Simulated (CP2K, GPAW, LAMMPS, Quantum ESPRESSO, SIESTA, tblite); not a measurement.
## Running amorphous 59Ga2O3-41P2O5 (mol %) (128 atoms) with tblite

How near does tblite come to plane waves for amorphous 59Ga2O3-41P2O5 (mol %) (128 atoms)?

Main program and level: tblite 0.8.0; the method is named at each step.

## (1) Starting point

The cell holds 128 atoms: 26 Ga, 18 P and 84 O. Cell: a = 11.545 Å, b = 11.545 Å, c = 11.545 Å, α = 90.0°, β = 90.0°, γ = 90.0°. 128 atoms (26 Fe, 18 P, 84 O) placed at random at 3.33 g/cm³, melted at 5000 K for 10 ps at fixed volume with the Morse and Coulomb pair potential with partial charges (Pedone, Malavasi, Menziani, Cormack and Segre, J. Phys. Chem. B 110, 11780 (2006)). Quenched from 5000 K to 300 K at 100 K/ps and fixed volume, held 10 ps at zero pressure, then minimised at fixed cell. Then Fe was replaced by Ga and the cell scaled by 1.005 (the potential has no terms for the new elements, so the cell is a start for a DFT relaxation).

The yardstick, on the same geometry:

```
method                                           : Kohn-Sham DFT, PBE, SSSP efficiency 1.3.0 pseudopotentials, plane waves (Quantum ESPRESSO 7.5); sssp-pbe-1.3.0-efficiency, cutoffs 70/560 Ry, Γ point
r.m.s. force component                           : 1.041 eV/Å
longest force                                    : 3.749 eV/Å
pressure                                         : 0.089 GPa
gap (highest filled to lowest empty level) : 1.536 eV
time                                             : 62 min on 1 thread of Arm Neoverse V2, shared host
CPU time                                         : 62 min
```

## (2) GFN1-xTB

Method: GFN1-xTB tight binding, diagonalisation.

run.py

```python
import numpy as np
from ase.io import read
from tblite.ase import TBLite

atoms = read("structure.xyz")
atoms.calc = TBLite(method="GFN1-xTB", electronic_temperature=580, accuracy=1.0, max_iterations=250, mixer_damping=0.4, verbosity=1)
energy = atoms.get_potential_energy()
forces = atoms.get_forces()
print(f"energy {energy:.6f} eV")
print("forces (eV/A)")
for i, (a, f) in enumerate(zip(atoms, forces)):
    print(f"{i:4d} {a.symbol:2s} {f[0]:10.5f} {f[1]:10.5f} {f[2]:10.5f}")
stress = -atoms.get_stress(voigt=False) * 160.21766
print("stress (GPa, compression positive)")
for row in stress:
    print(" ".join(f"{x:10.4f}" for x in row))
print("charges (e)")
print(np.array2string(atoms.get_charges(), precision=4, suppress_small=True, max_line_width=110, threshold=100000))
```

structure.xyz

```xyz
128
Lattice="11.54471 0.00000 0.00000 0.00000 11.54471 0.00000 0.00000 0.00000 11.54471" Properties=species:S:1:pos:R:3 pbc="T T T"
Ga 2.33157 9.30515 8.85930
Ga 10.33609 4.61523 2.39807
Ga 6.82823 1.30224 9.51261
Ga 7.77744 3.89195 10.90179
Ga 8.25631 5.20678 8.28876
Ga 6.90859 4.39576 3.23183
Ga 3.25238 0.29474 3.06581
Ga 5.09364 3.85443 8.70344
Ga 1.96399 2.95706 9.73311
Ga 4.39877 5.55843 3.72455
Ga 6.01364 6.11027 6.36137
Ga 11.52393 2.57378 5.56501
Ga 10.29707 2.24348 9.22849
Ga 10.88608 5.00879 10.62714
Ga 0.09490 4.70216 7.82177
Ga 8.00383 10.57103 2.22074
Ga 4.07967 7.94992 11.29996
Ga 7.53119 7.32523 2.83538
Ga 6.93699 10.29095 5.10311
Ga 10.53478 9.14988 2.02263
Ga 10.63776 7.97855 9.28206
Ga 5.90039 1.70596 3.49920
Ga 2.72478 7.30930 5.52426
Ga 11.24951 10.00626 7.48351
Ga 2.88479 4.30710 6.42798
Ga 4.37244 1.90950 0.15320
P 6.19108 10.53016 10.93399
P 5.16845 5.09076 0.71150
P 11.25782 6.43814 4.98882
P 8.69328 3.33469 5.57009
P 4.70874 1.58105 6.68785
P 1.91596 3.51398 3.36344
P 0.22789 11.12541 4.36852
P 4.62481 9.12979 7.06571
P 8.84740 0.71877 7.14964
P 2.65390 6.18854 8.80527
P 8.51688 2.03279 1.41123
P 4.63058 8.84671 3.05346
P 1.89610 0.70400 7.58418
P 2.05415 11.22573 0.11660
P 10.61929 10.92972 10.89463
P 8.23311 6.83354 11.09343
P 0.86689 6.98143 0.61222
P 8.90328 7.92452 6.40420
O 6.42174 3.15332 9.81554
O 2.49377 10.15300 10.65669
O 10.89901 5.99448 3.59929
O 3.23968 8.79037 6.49286
O 8.37534 5.48836 2.79578
O 4.33354 3.07459 6.77721
O 10.84810 10.07946 9.64537
O 0.68275 8.38157 8.23623
O 5.45234 9.23069 10.72700
O 11.23808 10.42972 3.12458
O 9.02808 0.68864 1.83376
O 5.02957 1.25860 5.24384
[... 68 atom lines left out ...]
O 10.83194 2.98200 7.46966
O 1.73482 11.31797 4.26912
O 2.35512 7.10485 0.44944
O 10.46251 5.93652 8.76359
```

Launch:

```console
OMP_NUM_THREADS=1 python run.py > output.txt
```

What it wrote:

```text
------------------------------------------------------------
  cycle        total energy    energy error   density error
------------------------------------------------------------
      1     -437.9257164629  -4.3912877E+02   1.0073855E+00
      2     -433.7099713813   4.2157451E+00   8.6458620E-01
      3     -455.8148661058  -2.2104895E+01   5.2876260E-01
      4     -456.5950381681  -7.8017206E-01   4.1830791E-01
      5     -480.3084149341  -2.3713377E+01   1.2021815E-01
      6     -481.6007499388  -1.2923350E+00   3.8304423E-02
      7     -481.6441613421  -4.3411403E-02   3.0264908E-02
      8     -481.6819039085  -3.7742566E-02   2.2221967E-02
      9     -481.7210845897  -3.9180681E-02   8.5855408E-03
     10     -481.7268465030  -5.7619133E-03   3.8027617E-03
     11     -481.7280388369  -1.1923339E-03   1.5991560E-03
     12     -481.7283606942  -3.2185732E-04   6.1344451E-04
     13     -481.7284148187  -5.4124497E-05   2.2486418E-04
     14     -481.7284181440  -3.3252858E-06   1.1849116E-04
     15     -481.7284186179  -4.7391143E-07   7.1505512E-05
     16     -481.7284189682  -3.5033003E-07   4.3183305E-05
     17     -481.7284192266  -2.5841558E-07   1.2702613E-05
------------------------------------------------------------
 total:                                   9.560 sec
energy -13108.497974 eV
forces (eV/A)
   0 Ga    0.12586   -0.13591    0.24139
   1 Ga    0.08990   -0.35998    0.35099
   2 Ga   -0.00114   -0.29907   -0.46579
   3 Ga   -0.83263   -0.16782   -0.15163
   4 Ga    0.16035   -0.03081   -0.07937
   5 Ga   -0.24088   -0.32589    0.78954
   6 Ga   -0.64261   -0.44996   -0.60826
   7 Ga   -0.59929    0.42714    0.13670
   8 Ga    0.13065   -0.28300   -1.58943
   9 Ga    0.08840   -0.99573   -0.31293
  10 Ga   -0.32560    0.55467   -0.44635
  11 Ga    0.05393   -0.82367    0.23660
  12 Ga   -0.21504    1.02101   -0.30177
  13 Ga   -0.45575    0.66007   -0.32259
  14 Ga    0.15846   -0.29282   -0.66984
  15 Ga   -0.36294    0.66269   -0.11446
  16 Ga    0.10862   -0.72360    0.68419
  17 Ga    0.06527   -0.19569   -0.42017
  18 Ga    0.24026    0.16596    0.67671
  19 Ga    0.12033    0.37407    0.14033
  20 Ga    0.68935   -0.81552    0.92130
  21 Ga   -0.55152    0.64007   -0.89385
  22 Ga    0.42767    0.14819    0.56136
  23 Ga    0.10540   -0.00864   -0.76809
[...]
120 O    -1.02446   -0.53409   -0.42076
 121 O     1.27137   -0.32424   -0.05541
 122 O    -0.16749    0.19758   -0.42769
 123 O    -0.73079    1.24666    0.20128
 124 O     0.11065    0.09576    0.26560
 125 O     1.97181    0.00060   -0.74396
 126 O     1.14834    0.13704    0.42403
 127 O     0.31152   -0.24555    0.03066
stress (GPa, compression positive)
    4.0290     0.3323     0.7597
    0.3323     2.1238     0.3390
    0.7597     0.3390     2.9377
charges (e)
[ 0.5708  0.5547  0.5735  0.5986  0.587   0.5867  0.5504  0.5944  0.5821  0.586   0.5707  0.5814  0.584
  0.5969  0.6054  0.5599  0.5596  0.5632  0.5448  0.5407  0.5799  0.5672  0.5718  0.5684  0.5976  0.5688
  0.5583  0.5556  0.5505  0.5504  0.5517  0.5504  0.5549  0.5538  0.5557  0.5608  0.5512  0.5522  0.5553
  0.5511  0.5541  0.5545  0.5571  0.5493 -0.3384 -0.2838 -0.2612 -0.2954 -0.3267 -0.2863 -0.2959 -0.3523
 -0.2491 -0.2822 -0.2815 -0.2606 -0.2882 -0.3037 -0.1968 -0.2738 -0.3154 -0.2428 -0.324  -0.2944 -0.2905
 -0.2801 -0.31   -0.2988 -0.3064 -0.3052 -0.3147 -0.3725 -0.3184 -0.2722 -0.2913 -0.3053 -0.2886 -0.2882
 -0.2958 -0.221  -0.3238 -0.3428 -0.2911 -0.265  -0.2968 -0.3577 -0.2825 -0.3203 -0.2918 -0.2835 -0.2663
 -0.2081 -0.2543 -0.2958 -0.2684 -0.2847 -0.27   -0.2979 -0.2117 -0.3464 -0.3127 -0.2748 -0.3149 -0.2803
 -0.2446 -0.3065 -0.3548 -0.2771 -0.3121 -0.307  -0.3474 -0.2868 -0.3402 -0.3047 -0.3044 -0.2763 -0.2621
 -0.3092 -0.2645 -0.3346 -0.2824 -0.3964 -0.3839 -0.2795 -0.3659 -0.3029 -0.2783 -0.3371]
```

Run time: 10 s. Hardware: 1 thread of Arm Neoverse V2, shared host; peak memory 0.17 GiB.

Banners, paths, timers and routine set-up lines are dropped from the logs unmarked, and long logs keep their key lines alone; longer cuts are marked.

Numbers from this run, and their distance from the reference:

```yaml
r_m_s_force_component: 0.8798 eV/Å
r_m_s_difference_of_force_components: 390.4 meV/Å
longest_difference_of_force_vectors: 1760 meV/Å
force_difference_over_r_m_s_force: 37.49 %
slope_of_forces_against_the_reference_s: 0.7866
correlation_of_force_components: 0.9311
pressure: 3.03 GPa
pressure_difference: 2.941 GPa
```

Length of the force difference by element (eV/Å):

```tsv
element	atoms	mean	most
Ga	26	0.64	1.3
O	84	0.55	1.0
P	18	0.89	1.8
```

The surroundings of O122, whose charge lies farthest from its element's mean, nearest first, numbered as they follow in the input and with coordinates relative to it.

```tsv
atom	x	y	z	distance (Å)	bonds	Mulliken charge (e)	Fx	Fy	Fz (eV/Å)
O122	0.00	0.00	0.00	0.00	3	-0.40	1.27	-0.32	-0.06
Ga6	1.76	0.72	-0.29	1.92	5	0.59	-0.24	-0.33	0.79
Ga10	-0.75	1.88	0.20	2.03	6	0.59	0.09	-1.00	-0.31
Ga22	0.75	-1.97	-0.02	2.11	5	0.57	-0.55	0.64	-0.89
O106	2.20	-0.27	1.38	2.61	2	-0.31	-0.38	-0.12	-0.36
O83	0.04	2.17	-1.48	2.62	2	-0.29	-1.11	0.84	1.21
O109	-2.50	1.15	-0.38	2.78	2	-0.31	0.95	0.57	-0.86
O94	2.33	-1.16	-1.08	2.82	3	-0.30	-1.27	0.30	1.58
O72	1.25	2.40	0.95	2.87	4	-0.37	-0.27	0.29	0.82
```

Atoms are counted from 1 here, from 0 in the log.

Forces lie 37 % from the reference's, at 0.0027 times its CPU time.

## (3) Summary of results

```json
{"force difference from the reference": "tblite GFN1-xTB, 37 %", "its CPU time": "10 s"}
```

What this shows: Tight binding differs by 37 % (tblite GFN1-xTB); it is another model, with fitted parameters of its own, and the xTB methods hold dispersion. One electronic-structure run takes under half the reference's CPU time: tblite GFN1-xTB, at 37 % in 10 s against 62 min; its pressure misses by +2.9 GPa. Periodic xTB results under one method name differ between programs and library versions. The reference's pressure holds the uncorrected Pulay stress of its 70 Ry basis, so small pressure differences, and their order, may be the reference's own error. In our tests on small cells the SSSP efficiency potentials stood apart from two norm-conserving sets, for C–F bonds most and for P–O bonds less, so differences between them and other runs here needn't be the other run's error. The quench rate of 100 K/ps is many orders above laboratory rates, so the cell is likely richer in defects and strain than a real sample. The network of bonds at the start is that of the classical potential that made the cell, and needn't be the one that DFT or experiment would give. The electronic-structure runs sample only Γ, in a cell whose shortest periodic width is 12 Å.

[Also dropped from logs without a mark: logging warnings of Python, and SIESTA's first energy breakdown and zero terms.]

[Logs are printed without paths, hosts, clocks, repeated set-up lines and the standing remarks that a program may print on its own settings, such as how far it seeks lower states.]

[Hosts, paths, dates, database ids (printed as entryN), source tags and the programs' standing remarks are cut or masked in the printed files.]
